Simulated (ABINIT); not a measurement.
# Ca2H6Os (Fm-3m): a self-consistent loop beyond G0W0, cycle by cycle

How far does self-consistency move the gap of Ca2H6Os (Fm-3m)?

Method: PBEsol and many-body steps on it, plane waves, in ABINIT 10.8.3.

Most raw output is cut from this account.

### 1. The starting structure

The structure is cubic, space group Fm-3m (No. 225). The conventional cell has a = 7.230 Å, b = 7.230 Å, c = 7.230 Å, α = 90.00°, β = 90.00°, γ = 90.00°. Nearest to Ca lie 12 H at 2.56 Å. Nearest to H lie 1 Os at 1.71 Å and 4 H at 2.42 Å and 4 Ca at 2.56 Å. Os has 6 H at 1.71 Å nearest. Farther neighbours are not listed.

As a file:

```cif
data_structure
_symmetry_space_group_name_H-M 'P 1'
_symmetry_Int_Tables_number 1
_cell_length_a 5.1121
_cell_length_b 5.1121
_cell_length_c 5.1121
_cell_angle_alpha 60.000
_cell_angle_beta 60.000
_cell_angle_gamma 60.000
_cell_volume 94.47
loop_
_atom_site_label
_atom_site_type_symbol
_atom_site_fract_x
_atom_site_fract_y
_atom_site_fract_z
_atom_site_occupancy
Ca1 Ca 0.25000 0.25000 0.25000 1
Ca2 Ca 0.75000 0.75000 0.75000 1
H3 H 0.76282 0.23718 0.23718 1
H4 H 0.23718 0.76282 0.76282 1
H5 H 0.23718 0.76282 0.23718 1
H6 H 0.76282 0.23718 0.76282 1
H7 H 0.23718 0.23718 0.76282 1
H8 H 0.76282 0.76282 0.23718 1
Os9 Os 0.00000 0.00000 0.00000 1
```

The cell and positions are those that the Materials Project relaxed with its own functionals (PBE, PBE+U or r2SCAN), kept fixed. Spin-orbit coupling is left out unless a step names it.

### 2. Empty states on the mesh, 2×2×2 mesh, 91 bands

This step: ABINIT 10.8.3; DFT, PBEsol, plane waves, norm-conserving pseudopotentials.

The sums over transitions need many empty states on a uniform mesh; this step solves for them.

The input, run.abi:

```
acell 3*1.0 Angstrom
rprim 
  -0.000000000000 3.614821300000 3.614821300000
  3.614821300000 -0.000000000000 3.614821300000
  3.614821300000 3.614821300000 -0.000000000000
ntypat 3
znucl 20 1 76
natom 9
typat 1 1 2 2 2 2 2 2 3
xred 
  0.250000000000 0.250000000000 0.250000000000
  0.750000000000 0.750000000000 0.750000000000
  0.762819760000 0.237180240000 0.237180240000
  0.237180240000 0.762819760000 0.762819760000
  0.237180240000 0.762819760000 0.237180240000
  0.762819760000 0.237180240000 0.762819760000
  0.237180240000 0.237180240000 0.762819760000
  0.762819760000 0.762819760000 0.237180240000
  0.000000000000 0.000000000000 0.000000000000
pp_dirpath "pseudos"
pseudos "Ca.upf, H.upf, Os.upf"
ecut 33
ngkpt 2 2 2
nshiftk 1
shiftk 0 0 0
kptopt 1
chksymbreak 0
iscf -2
irdden 1
istwfk *1
nband 91
nbdbuf 8
tolwfr 1e-09
nstep 60
prtvol 0
indata_prefix "in"
outdata_prefix "out"
tmpdata_prefix "tmp"
```

On the command line:

```sh
$ OMP_NUM_THREADS=1 mpirun -n 4 abinit run.abi > log
```

Elapsed: 14 s, on 4 MPI ranks of Arm Neoverse V2, shared host; peak memory 0.34 GiB; 58 s of CPU time.

This step gave:

| Item | Value |
| --- | --- |
| gap | 2.604 eV |
| k of the valence top | 0.5, 0.5, 0 |
| k of the conduction bottom | 0.5, 0.5, 0 |
| least direct gap | 2.604 eV |
| k points computed | 3 |
| lowest point of the top converged band, above the valence top | 34.99 eV |

On this mesh the gap is 2.604 eV.

The density comes from a self-consistent run that is not shown.

### 3. Screening, 2×2×2 mesh, 83 bands, screening to 106.1 eV

The RPA dielectric matrix is built and inverted for each q.

This step: RPA screening on PBEsol, plane waves, norm-conserving pseudopotentials.

Changes to run.abi since step 2:

```diff
@@ -27,10 +27,11 @@
 chksymbreak 0
-iscf -2
-irdden 1
 istwfk *1
-nband 91
-nbdbuf 8
-tolwfr 1e-09
-nstep 60
-prtvol 0
+occopt 1
+irdwfk 1
+optdriver 3
+nband 83
+ecuteps 3.9
+inclvkb 2
+awtr 1
+symchi 1
 indata_prefix "in"
```

Run time: 8.7 s. Hardware: 4 MPI ranks; peak memory 1.1 GiB; 34 s of CPU time.

Numbers from this step:

| Quantity | Value |
| --- | --- |
| ε∞ with local fields, on this mesh, along the program's q direction | 4.728 |
| the same without local fields | 5.722 |
| plasma frequency | 24.76 eV |
| plane waves in the screening matrix | 259 |

Local fields lower ε∞ by 17 %. On a Γ-centred mesh this coarse the value itself is usually too large, while a short band sum pulls it down.

### 4. G0W0

The self-energy is evaluated for the states that the input lists, and the levels follow from it, in one-shot runs by the linearised quasiparticle equation.

This step: G0W0 on PBEsol, plane waves, norm-conserving pseudopotentials.

Changes to run.abi since step 3:

```diff
@@ -30,8 +30,17 @@
 irdwfk 1
-optdriver 3
+optdriver 4
 nband 83
+gwcalctyp 0
+ecutsigx 33
+symsigma 1
+nkptgw 2
+kptgw 
+  0.5000000000 0.5000000000 0.0000000000
+  0.0000000000 0.0000000000 0.0000000000
+bdgw 
+  20 23
+  19 23
 ecuteps 3.9
-inclvkb 2
-awtr 1
-symchi 1
+irdscr 1
+ppmodel 1
 indata_prefix "in"
```

It took 4.9 s on 4 MPI ranks; peak memory 0.74 GiB.

This step gave:

```
G0W0 gap on the points computed              : 3.837 eV
starting gap on the mesh                     : 2.604 eV
k of the valence top                         : 0.5, 0.5, 0
k of the conduction bottom                   : 0.5, 0.5, 0
Z at the valence top                         : 0.799
Z at the conduction bottom                   : 0.829
least direct G0W0 gap on the computed points : 3.837 eV
```

The gap on the mesh goes from 2.60 eV to 3.84 eV, a correction of +1.23 eV.

### 5. evGW0, cycle 1

This step: evGW0 on PBEsol, plane waves, norm-conserving pseudopotentials.

Changes to run.abi since step 4:

```diff
@@ -32,12 +32,14 @@
 nband 83
-gwcalctyp 0
+gwcalctyp 10
 ecutsigx 33
 symsigma 1
-nkptgw 2
+nkptgw 3
 kptgw 
+  0.0000000000 0.0000000000 0.0000000000
+  0.5000000000 0.0000000000 0.0000000000
   0.5000000000 0.5000000000 0.0000000000
-  0.0000000000 0.0000000000 0.0000000000
 bdgw 
-  20 23
-  19 23
+  13 29
+  13 29
+  13 29
 ecuteps 3.9
```

Elapsed: 16 s, on 4 MPI ranks; peak memory 1.2 GiB.

Numbers from this step:

| Quantity | Value |
| --- | --- |
| quasiparticle gap on the points computed | 4.068 eV |
| gap of the density functional on the mesh | 2.604 eV |
| k of the valence top | 0.5, 0.5, 0 |
| k of the conduction bottom | 0.5, 0.5, 0 |
| Z at the valence top | 0.799 |
| Z at the conduction bottom | 0.829 |
| least direct quasiparticle gap on the computed points | 4.068 eV |

Against G0W0 in ABINIT (2×2×2 mesh, 83 bands, screening to 106.1 eV, Godby-Needs plasmon pole), the gap moves by +0.231 eV. This first cycle still uses the starting levels; it takes the full correction, at all points of the mesh, and its linearised value is 3.837 eV.

### 6. evGW0, cycle 2

The corrected levels of the last cycle go back in.

Changes to run.abi since step 5:

```diff
@@ -47,2 +47,3 @@
 ppmodel 1
+irdqps 1
 indata_prefix "in"
```

It took 16 s on 4 MPI ranks; peak memory 1.2 GiB.

This step gave:

| Quantity | Value |
| --- | --- |
| quasiparticle gap on the points computed | 3.925 eV |
| gap of the density functional on the mesh | 2.604 eV |
| k of the valence top | 0.5, 0.5, 0 |
| k of the conduction bottom | 0.5, 0.5, 0 |
| least direct quasiparticle gap on the computed points | 3.925 eV |

Against the cycle before, the gap moves by −0.143 eV.

### 7. evGW0, cycle 3

run.abi is that of step 6.

Elapsed: 16 s, on 4 MPI ranks; peak memory 1.2 GiB; 64 s of CPU time.

This step gave:

* quasiparticle gap on the points computed: 3.936 eV
* gap of the density functional on the mesh: 2.604 eV
* k of the valence top: 0.5, 0.5, 0
* k of the conduction bottom: 0.5, 0.5, 0
* least direct quasiparticle gap on the computed points: 3.936 eV

Against the cycle before, the gap moves by +0.011 eV.

### 8. evGW0, cycle 4

run.abi is that of step 7.

Elapsed: 16 s, on 4 MPI ranks; peak memory 1.2 GiB.

Numbers from this step:

* quasiparticle gap on the points computed: 3.936 eV
* gap of the density functional on the mesh: 2.604 eV
* k of the valence top: 0.5, 0.5, 0
* k of the conduction bottom: 0.5, 0.5, 0
* least direct quasiparticle gap on the computed points: 3.936 eV

Against the cycle before, the gap moves by +0.000 eV.

### 9. Screening, 2×2×2 mesh, 83 bands, screening to 106.1 eV

This step: RPA screening on PBEsol, plane waves, norm-conserving pseudopotentials.

Changes to run.abi since step 8:

```diff
@@ -30,20 +30,13 @@
 irdwfk 1
-optdriver 4
+optdriver 3
 nband 83
+ecuteps 3.9
+inclvkb 2
+awtr 1
+symchi 1
 gwcalctyp 10
-ecutsigx 33
-symsigma 1
-nkptgw 3
-kptgw 
-  0.0000000000 0.0000000000 0.0000000000
-  0.5000000000 0.0000000000 0.0000000000
-  0.5000000000 0.5000000000 0.0000000000
-bdgw 
-  13 29
-  13 29
-  13 29
-ecuteps 3.9
-irdscr 1
-ppmodel 1
-irdqps 1
+mbpt_sciss 1.312 eV
+nqptdm 1
+qptdm 
+  0 0 0
 indata_prefix "in"
```

Run time: 7.2 s. Hardware: 4 MPI ranks; peak memory 1.1 GiB.

Numbers from this step:

```yaml
eps_infinity_with_local_fields_on_this_mesh_along_the_program_s_q_direction: 4.182
the_same_without_local_fields: 4.950
plasma_frequency: 24.76 eV
plane_waves_in_the_screening_matrix: 259
```

This screening uses the functional's bands under a rigid shift, the mean opening of the cycle before.

### 10. Screening, 2×2×2 mesh, 83 bands, screening to 106.1 eV

This step: RPA screening on PBEsol from quasiparticle energies, plane waves, norm-conserving pseudopotentials.

Changes to run.abi since step 9:

```diff
@@ -36,7 +36,8 @@
 symchi 1
+irdqps 1
 gwcalctyp 10
-mbpt_sciss 1.312 eV
-nqptdm 1
+nqptdm 2
 qptdm 
-  0 0 0
+  0.5000000000 0.0000000000 0.0000000000
+  0.5000000000 0.5000000000 0.0000000000
 indata_prefix "in"
```

The input, mrgscr.stdin:

```
2
merged
q0_SCR
out_SCR
1
```

On the command line:

```sh
$ OMP_NUM_THREADS=1 mpirun -n 4 abinit run.abi > log; mrgscr < mrgscr.stdin
```

It took 4.1 s on 4 MPI ranks; peak memory 0.71 GiB; 16 s of CPU time.

This step gave:

```yaml
plasma_frequency: 24.76 eV
plane_waves_in_the_screening_matrix: 259
```

This screening reads the quasiparticle levels of the cycle before.

### 11. evGW, cycle 1

This step: evGW on PBEsol, plane waves, norm-conserving pseudopotentials.

Changes to run.abi since step 10:

```diff
@@ -30,14 +30,20 @@
 irdwfk 1
-optdriver 3
+optdriver 4
 nband 83
-ecuteps 3.9
-inclvkb 2
-awtr 1
-symchi 1
-irdqps 1
 gwcalctyp 10
-nqptdm 2
-qptdm 
+ecutsigx 33
+symsigma 1
+nkptgw 3
+kptgw 
+  0.0000000000 0.0000000000 0.0000000000
   0.5000000000 0.0000000000 0.0000000000
   0.5000000000 0.5000000000 0.0000000000
+bdgw 
+  13 29
+  13 29
+  13 29
+ecuteps 3.9
+irdscr 1
+ppmodel 1
+irdqps 1
 indata_prefix "in"
```

On the command line:

```sh
$ OMP_NUM_THREADS=1 mpirun -n 4 abinit run.abi > log
```

Wall time 16 s (4 MPI ranks); peak memory 1.2 GiB; 64 s of CPU time.

Numbers from this step:

* quasiparticle gap on the points computed: 4.205 eV
* gap of the density functional on the mesh: 2.604 eV
* k of the valence top: 0.5, 0.5, 0
* k of the conduction bottom: 0.5, 0.5, 0
* least direct quasiparticle gap on the computed points: 4.205 eV

Against G0W0 in ABINIT (2×2×2 mesh, 83 bands, screening to 106.1 eV, Godby-Needs plasmon pole), the gap moves by +0.368 eV.

### 12. Screening, 2×2×2 mesh, 83 bands, screening to 106.1 eV

This step: RPA screening on PBEsol, plane waves, norm-conserving pseudopotentials.

Changes to run.abi since step 11:

```diff
@@ -30,20 +30,13 @@
 irdwfk 1
-optdriver 4
+optdriver 3
 nband 83
+ecuteps 3.9
+inclvkb 2
+awtr 1
+symchi 1
 gwcalctyp 10
-ecutsigx 33
-symsigma 1
-nkptgw 3
-kptgw 
-  0.0000000000 0.0000000000 0.0000000000
-  0.5000000000 0.0000000000 0.0000000000
-  0.5000000000 0.5000000000 0.0000000000
-bdgw 
-  13 29
-  13 29
-  13 29
-ecuteps 3.9
-irdscr 1
-ppmodel 1
-irdqps 1
+mbpt_sciss 1.589 eV
+nqptdm 1
+qptdm 
+  0 0 0
 indata_prefix "in"
```

The job ended after 7.2 s (4 MPI ranks; peak memory 1.1 GiB; 28 s of CPU time).

This step gave:

```
ε∞ with local fields, on this mesh, along the program's q direction : 4.090
the same without local fields                                       : 4.822
plasma frequency                                                    : 24.76 eV
plane waves in the screening matrix                                 : 259
```

This screening uses the functional's bands under a rigid shift, the mean opening of the cycle before.

### 13. Screening, 2×2×2 mesh, 83 bands, screening to 106.1 eV

This step: RPA screening on PBEsol from quasiparticle energies, plane waves, norm-conserving pseudopotentials.

Changes to run.abi since step 12:

```diff
@@ -36,7 +36,8 @@
 symchi 1
+irdqps 1
 gwcalctyp 10
-mbpt_sciss 1.589 eV
-nqptdm 1
+nqptdm 2
 qptdm 
-  0 0 0
+  0.5000000000 0.0000000000 0.0000000000
+  0.5000000000 0.5000000000 0.0000000000
 indata_prefix "in"
```

mrgscr.stdin is that of step 10.

On the command line:

```sh
$ OMP_NUM_THREADS=1 mpirun -n 4 abinit run.abi > log; mrgscr < mrgscr.stdin
```

Run time: 4.1 s. Hardware: 4 MPI ranks; peak memory 0.72 GiB.

This step gave:

```
plasma frequency                    : 24.76 eV
plane waves in the screening matrix : 259
```

This screening reads the quasiparticle levels of the cycle before.

### 14. evGW, cycle 2

This step: evGW on PBEsol, plane waves, norm-conserving pseudopotentials.

Changes to run.abi since step 13:

```diff
@@ -30,14 +30,20 @@
 irdwfk 1
-optdriver 3
+optdriver 4
 nband 83
-ecuteps 3.9
-inclvkb 2
-awtr 1
-symchi 1
-irdqps 1
 gwcalctyp 10
-nqptdm 2
-qptdm 
+ecutsigx 33
+symsigma 1
+nkptgw 3
+kptgw 
+  0.0000000000 0.0000000000 0.0000000000
   0.5000000000 0.0000000000 0.0000000000
   0.5000000000 0.5000000000 0.0000000000
+bdgw 
+  13 29
+  13 29
+  13 29
+ecuteps 3.9
+irdscr 1
+ppmodel 1
+irdqps 1
 indata_prefix "in"
```

On the command line:

```sh
$ OMP_NUM_THREADS=1 mpirun -n 4 abinit run.abi > log
```

Run time: 16 s. Hardware: 4 MPI ranks; peak memory 1.2 GiB.

This step gave:

```
quasiparticle gap on the points computed              : 4.229 eV
gap of the density functional on the mesh             : 2.604 eV
k of the valence top                                  : 0.5, 0.5, 0
k of the conduction bottom                            : 0.5, 0.5, 0
least direct quasiparticle gap on the computed points : 4.229 eV
```

Against the cycle before, the gap moves by +0.024 eV.

### 15. Screening, 2×2×2 mesh, 83 bands, screening to 106.1 eV

This step: RPA screening on PBEsol, plane waves, norm-conserving pseudopotentials.

Changes to run.abi since step 14:

```diff
@@ -30,20 +30,13 @@
 irdwfk 1
-optdriver 4
+optdriver 3
 nband 83
+ecuteps 3.9
+inclvkb 2
+awtr 1
+symchi 1
 gwcalctyp 10
-ecutsigx 33
-symsigma 1
-nkptgw 3
-kptgw 
-  0.0000000000 0.0000000000 0.0000000000
-  0.5000000000 0.0000000000 0.0000000000
-  0.5000000000 0.5000000000 0.0000000000
-bdgw 
-  13 29
-  13 29
-  13 29
-ecuteps 3.9
-irdscr 1
-ppmodel 1
-irdqps 1
+mbpt_sciss 1.614 eV
+nqptdm 1
+qptdm 
+  0 0 0
 indata_prefix "in"
```

Run time: 7.2 s. Hardware: 4 MPI ranks; peak memory 1.1 GiB; 28 s of CPU time.

This step gave:

| Item | Value |
| --- | --- |
| ε∞ with local fields, on this mesh, along the program's q direction | 4.082 |
| the same without local fields | 4.811 |
| plasma frequency | 24.76 eV |
| plane waves in the screening matrix | 259 |

This screening uses the functional's bands under a rigid shift, the mean opening of the cycle before.

### 16. Screening, 2×2×2 mesh, 83 bands, screening to 106.1 eV

This step: RPA screening on PBEsol from quasiparticle energies, plane waves, norm-conserving pseudopotentials.

Changes to run.abi since step 15:

```diff
@@ -36,7 +36,8 @@
 symchi 1
+irdqps 1
 gwcalctyp 10
-mbpt_sciss 1.614 eV
-nqptdm 1
+nqptdm 2
 qptdm 
-  0 0 0
+  0.5000000000 0.0000000000 0.0000000000
+  0.5000000000 0.5000000000 0.0000000000
 indata_prefix "in"
```

mrgscr.stdin is that of step 13.

On the command line:

```sh
$ OMP_NUM_THREADS=1 mpirun -n 4 abinit run.abi > log; mrgscr < mrgscr.stdin
```

Elapsed: 4.1 s, on 4 MPI ranks; peak memory 0.72 GiB; 16 s of CPU time.

This step gave:

```yaml
plasma_frequency: 24.76 eV
plane_waves_in_the_screening_matrix: 259
```

This screening reads the quasiparticle levels of the cycle before.

### 17. evGW, cycle 3

This step: evGW on PBEsol, plane waves, norm-conserving pseudopotentials.

Changes to run.abi since step 16:

```diff
@@ -30,14 +30,20 @@
 irdwfk 1
-optdriver 3
+optdriver 4
 nband 83
-ecuteps 3.9
-inclvkb 2
-awtr 1
-symchi 1
-irdqps 1
 gwcalctyp 10
-nqptdm 2
-qptdm 
+ecutsigx 33
+symsigma 1
+nkptgw 3
+kptgw 
+  0.0000000000 0.0000000000 0.0000000000
   0.5000000000 0.0000000000 0.0000000000
   0.5000000000 0.5000000000 0.0000000000
+bdgw 
+  13 29
+  13 29
+  13 29
+ecuteps 3.9
+irdscr 1
+ppmodel 1
+irdqps 1
 indata_prefix "in"
```

On the command line:

```sh
$ OMP_NUM_THREADS=1 mpirun -n 4 abinit run.abi > log
```

Elapsed: 16 s, on 4 MPI ranks; peak memory 1.2 GiB; 64 s of CPU time.

Numbers from this step:

| Item | Value |
| --- | --- |
| quasiparticle gap on the points computed | 4.232 eV |
| gap of the density functional on the mesh | 2.604 eV |
| k of the valence top | 0.5, 0.5, 0 |
| k of the conduction bottom | 0.5, 0.5, 0 |
| least direct quasiparticle gap on the computed points | 4.232 eV |

Against the cycle before, the gap moves by +0.003 eV.

### 18. Side by side

Times are wall times on 4 MPI ranks of Arm Neoverse V2, shared host, good to a factor of about two. A run's time includes the screening step that it read.

```csv
run,mesh,bands,screening cutoff (eV),DFT gap (eV),gap on the mesh (eV),direct (eV),ε∞ used,time
G0W0,2×2×2,83,106.1,2.604,3.837,3.837,4.73,14 s
"evGW0, cycle 1",2×2×2,83,106.1,2.604,4.068,4.068,4.73,25 s
"evGW0, cycle 2",2×2×2,83,106.1,2.604,3.925,3.925,4.73,25 s
"evGW0, cycle 3",2×2×2,83,106.1,2.604,3.936,3.936,4.73,25 s
"evGW0, cycle 4",2×2×2,83,106.1,2.604,3.936,3.936,4.73,25 s
"evGW, cycle 1",2×2×2,83,106.1,2.604,4.205,4.205,4.18,27 s
"evGW, cycle 2",2×2×2,83,106.1,2.604,4.229,4.229,4.09,27 s
"evGW, cycle 3",2×2×2,83,106.1,2.604,4.232,4.232,4.08,27 s
```

### 19. Outcome

```
G0W0           : 3.837 eV
evGW0, cycle 1 : 4.068 eV
evGW0, cycle 2 : 3.925 eV
evGW0, cycle 3 : 3.936 eV
evGW0, cycle 4 : 3.936 eV
evGW, cycle 1  : 4.205 eV
evGW, cycle 2  : 4.229 eV
evGW, cycle 3  : 4.232 eV
known limits   : not at the basis limit; no spin polarisation; d states lean on the start; no spin-orbit coupling; coarse k mesh
```

**Reading.** Only the bands that the input lists are updated; the others, empty or deep, keep the functional's energies or take a rigid shift. The evGW loop starts from the last levels of evGW0, so its cycles and time come on top of those. evGW0 ends at 3.94 eV, +0.10 eV from G0W0, after 4 cycles that took 64 s beside the first screening; the last moved the gap by 0.000 eV. evGW ends at 4.23 eV, +0.40 eV from G0W0, after 3 cycles that took 82 s beside the first screening; the last moved the gap by 0.003 eV. The first cycle of evGW0 takes the full correction, without the factor Z, so it overshoots the one-shot value. Bands and cutoff are finite, so the gap is not at the basis limit. The miss can reach some tenths of an eV and take either sign; the mesh is an error of its own. In the G0W0 runs levels were corrected at 2 k points alone, so a gap called «on the mesh» is the least over those, and an edge elsewhere would be missed. The 2×2×2 mesh is coarse for this cell, which bears on the long-range parts of exchange and screening. In the updated screening the q = 0 part is built from Kohn-Sham bands under a rigid shift, the other q from the quasiparticle levels. The runs have no spin polarisation. For a closed low-spin shell that is the natural state; where a d or f shell is open it is a constraint, and the gap is then not the crystal's own. With d states at the gap, one-shot GW leans hard on its start. The many-body steps are scalar-relativistic: spin-orbit coupling is not in them.

[Paths, hosts, dates, memory and timing lines, banners, echoed tables and standing remarks are left out of the program output.]

[Logs are printed without paths, hosts, clocks, repeated set-up lines and the standing remarks that a program may print on its own settings, such as how far it seeks lower states.]

[Runs of the session that timed out or met a known fault of the program may be left out.]

[Hosts, paths, dates, database ids (printed as entryN), source tags and the programs' standing remarks are cut or masked in the printed files.]

[G0W0 gaps are taken among the corrected bands and points alone; a level outside them can change the order at an edge.]

[Where Ansatz stands beside ABINIT at settings called matched, ABINIT's density can come from a denser mesh and the files from another edition; pairs whose starting gaps differed by over 0.03 eV were left out, so agreement reads better than it is.]
